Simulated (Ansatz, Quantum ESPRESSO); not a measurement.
# Lattice dynamics of NaF (Villiaumite) in two programs, part 3 of 4

Aim: the phonon dispersion of NaF (Villiaumite), checked by a second program.

Quantum ESPRESSO 7.5; DFT LDA, scalar-relativistic, plane waves, GBRV ultrasoft pseudopotentials.

So far, highest frequency (cm⁻¹): step 7 (dispersion) 428. The relaxed cell has a = 4.524 Å (conventional setting).

## 10. Sum rules set otherwise: a sum rule for molecules or wires on a crystal

This rule also removes rotations, which suits wires and not a crystal; it is tried to see the harm.

dynmat.in reads:

```
&INPUT
  fildyn = 'x.dyn1'
  asr    = 'one-dim'
  fileig = 'dynmat.eig'
  lperm  = .true.
/
```

Launch:

```bash
$ dynmat.x -in dynmat.in > dynmat.out
```

Log:

```text
[banner, memory and clock lines left out]
Program DYNMAT v.7.5

     Reading Dynamical Matrix from file x.dyn1
     ...Force constants read
     ...epsilon and Z* read
asr rotation axis in 1D system=    3
     Acoustic Sum Rule: || Z*(ASR) - Z*(orig)|| =    1.413148E+00
     Acoustic Sum Rule: ||dyn(ASR) - dyn(orig)||=    1.207917E-01
     A direction for q was not specified:TO-LO splitting will be absent

     Polarizability (A^3 units)
     multiply by 0.763993 for Clausius-Mossotti correction
         1.707055    0.000000   -0.000000
        -0.000000    1.707055    0.000000
        -0.000000   -0.000000    1.707055

     IR activities are in (D/A)^2/amu units

# mode   [cm-1]    [THz]      IR
    1     -0.00   -0.0000    0.0000
    2     -0.00   -0.0000    0.0000
    3     -0.00   -0.0000    0.0000
    4      0.00    0.0000    0.0000
    5    276.97    8.3033    2.2145
    6    276.97    8.3033    2.2145

Electronic dielectric permittivity tensor (relative, adimensional)
         1.926740    0.000000   -0.000000
        -0.000000    1.926740    0.000000
        -0.000000   -0.000000    1.926740

 ... with zone-center polar mode contributions
         3.256738   -1.329998    0.000000
        -1.329998    3.256738    0.000000
         0.000000    0.000000    4.586737
```

Elapsed: 0.62 s, on 1 thread of AMD EPYC 9R14 (Zen 4), shared host.

The program raised no error, yet the settings are not those of a careful run.

The fault: a sum rule for molecules or wires on a crystal; 1 optical mode is projected out to zero frequency, as if it were a rotation, and the static dielectric tensor is spoilt.

For a crystal the rule has to be 'simple' or 'crystal'.

Zone-centre frequencies as printed; negative means imaginary. Modes:

```
mode  frequency (cm⁻¹)
   1                 0
   2                 0
   3                 0
   4                 0
   5               277
   6               277
```

## 11. Sum rules set otherwise (asr no)

Without the rule the raw error of the acoustic modes shows.

dynmat.in reads:

```
&INPUT
  fildyn = 'x.dyn1'
  asr    = 'no'
  fileig = 'dynmat.eig'
  lperm  = .true.
/
```

Launch:

```bash
$ dynmat.x -in dynmat.in > dynmat.out
```

Log:

```text
[banner, memory and clock lines left out]
Program DYNMAT v.7.5

     Reading Dynamical Matrix from file x.dyn1
     ...Force constants read
     ...epsilon and Z* read
     A direction for q was not specified:TO-LO splitting will be absent

     Polarizability (A^3 units)
     multiply by 0.763993 for Clausius-Mossotti correction
         1.707055    0.000000   -0.000000
        -0.000000    1.707055    0.000000
        -0.000000   -0.000000    1.707055

     IR activities are in (D/A)^2/amu units

# mode   [cm-1]    [THz]      IR
    1    -10.62   -0.3183    0.0000
    2    -10.62   -0.3183    0.0000
    3    -10.62   -0.3183    0.0000
    4    277.00    8.3042    2.2138
    5    277.00    8.3042    2.2138
    6    277.00    8.3042    2.2138

Electronic dielectric permittivity tensor (relative, adimensional)
         1.926740    0.000000   -0.000000
        -0.000000    1.926740    0.000000
        -0.000000   -0.000000    1.926740

 ... with zone-center polar mode contributions
         4.585288    0.000000    0.000000
         0.000000    4.585288    0.000000
         0.000000    0.000000    4.585288
```

The job ended after 0.62 s (1 thread).

This step gave:

* highest optical zone-centre mode (no LO-TO term): 277 cm⁻¹
* lowest optical zone-centre mode: 277 cm⁻¹
* mean static dielectric constant: 4.585

Zone-centre frequencies as printed; negative means imaginary. Modes:

```
mode  frequency (cm⁻¹)
   1            -10.62
   2            -10.62
   3            -10.62
   4               277
   5               277
   6               277
```

Against the first rule no mode moves by more than 10.7 cm⁻¹.

## 12. Modes along a direction of q (1 0 0)

A longitudinal polar mode sets up a macroscopic field that stiffens it; the term hangs on the direction from which q goes to zero.

dynmat.in reads:

```
&INPUT
  fildyn = 'x.dyn1'
  asr    = 'simple'
  fileig = 'dynmat.eig'
  q(1)   = 1.0
  q(2)   = 0.0
  q(3)   = 0.0
/
```

Launch:

```bash
$ dynmat.x -in dynmat.in > dynmat.out
```

Log:

```text
[banner, memory and clock lines left out]
Program DYNMAT v.7.5

     Reading Dynamical Matrix from file x.dyn1
     ...Force constants read
     ...epsilon and Z* read

     Polarizability (A^3 units)
     multiply by 0.763993 for Clausius-Mossotti correction
         1.707055    0.000000   -0.000000
        -0.000000    1.707055    0.000000
        -0.000000   -0.000000    1.707055

     IR activities are in (D/A)^2/amu units

# mode   [cm-1]    [THz]      IR
    1     -0.00   -0.0000    0.0000
    2     -0.00   -0.0000    0.0000
    3      0.00    0.0000    0.0000
    4    277.17    8.3094    2.2145
    5    277.17    8.3094    2.2145
    6    427.47   12.8152    2.2145
```

Run time: 0.62 s. Hardware: 1 thread.

Numbers from this step:

```yaml
highest_mode_moved_by_the_lo_to_term: 427.5 cm⁻¹
```

Zone-centre frequencies as printed; negative means imaginary. Modes:

```csv
mode,frequency (cm⁻¹)
1,0
2,0
3,0
4,277.2
5,277.2
6,427.5
```

The field moves one mode, from 277 to 428 cm⁻¹; the others stay.

## 13. The dispersion under another sum rule (asr no)

The sum rule corrects the force constants themselves, so it can shift branches at any wavevector, low ones most.

matdyn.in reads:

```
&INPUT
  asr              = 'no'
  flfrc            = 'x.fc'
  flfrq            = 'x.freq'
  flvec            = 'x.modes'
  q_in_band_form   = .true.
  q_in_cryst_coord = .true.
/
8
  0.0000000   0.0000000   0.0000000   8  ! GAMMA
  0.0000000   0.5000000   0.5000000   8  ! X
  0.0000000   0.6250000   0.3750000   1  ! U
 -0.3750000   0.3750000  -0.0000000   8  ! K
  0.0000000   0.0000000   0.0000000   8  ! GAMMA
  0.0000000   0.5000000  -0.0000000   8  ! L
 -0.2500000   0.5000000   0.2500000   8  ! W
  0.0000000   0.5000000   0.5000000   1  ! X
```

Launch:

```bash
$ matdyn.x -in matdyn.in > matdyn.out
```

Log:

```text
[banner, memory and clock lines left out]
Program MATDYN v.7.5

 mass for atomic type   1 not given; uses mass from file x.fc
 mass for atomic type   2 not given; uses mass from file x.fc
```

Wall time 0.66 s (1 thread).

Numbers from this step:

```
lowest frequency on the path : -10.62 cm⁻¹
```

Matdyn.x, sum rule no. Phonon branches along the path, in cm⁻¹:

```
    point  branch 1  branch 2  branch 3  branch 4  branch 5  branch 6
        Γ       -11       -11       -11       277       277       427
  halfway       101       101       219       284       284       357
        X       142       142       263       292       292       312
  halfway       148       167       256       286       293       310
        U       165       221       236       269       292       306
jump to K       165       221       236       269       292       306
  halfway       124       157       206       241       287       375
        Γ       -11       -11       -11       277       277       427
  halfway       118       118       177       262       262       401
        L       197       197       221       221       316       320
  halfway       192       198       248       255       293       306
        W       212       212       226       250       302       302
  halfway       166       177       250       280       295       309
        X       142       142       263       292       292       312
```

The phonon branches as a text plot (rows in cm⁻¹):

```
    418 |**                        *********
    400 |  **                    **         *
    382 |    *                  *            **
    364 |     **                               *
    345 |                     **                *
    327 |       **                               ***
    309 |         ************                   ****************
    291 |    **********************             *     ***  ******
    272 |****     ***    ** **     *********                **
    254 |       **   ****  *     **         ****     ******* ****
    236 |                ** *****              **   **  **  *
    218 |     **          **  **             **  ***     ***
    199 |                *  **  *                ********* **
    181 |    *          *  *****            *   *           **
    163 |              * **   *****            *             **
    145 |          ******                    **                **
    126 |  **   ***             ***        **
    108 |     **                   **
     90 |                        ****    ***
     72 |    *
     53 | ***                      ***  ***
     35 | *                          *  *
     17 |
     -1 |*                            **
         Γ           X  U|K            Γ         L        W     X
```

At the labelled points the branches move by no more than 10.7 cm⁻¹.

[end of part 3 of 4]

[Host names and launcher messages were left out of these logs when they were recorded.]

[Logs are printed without paths, hosts, clocks, repeated set-up lines and the standing remarks that a program may print on its own settings, such as how far it seeks lower states.]

[Hosts, paths, dates, database ids (printed as entryN), source tags and the programs' standing remarks are cut or masked in the printed files.]
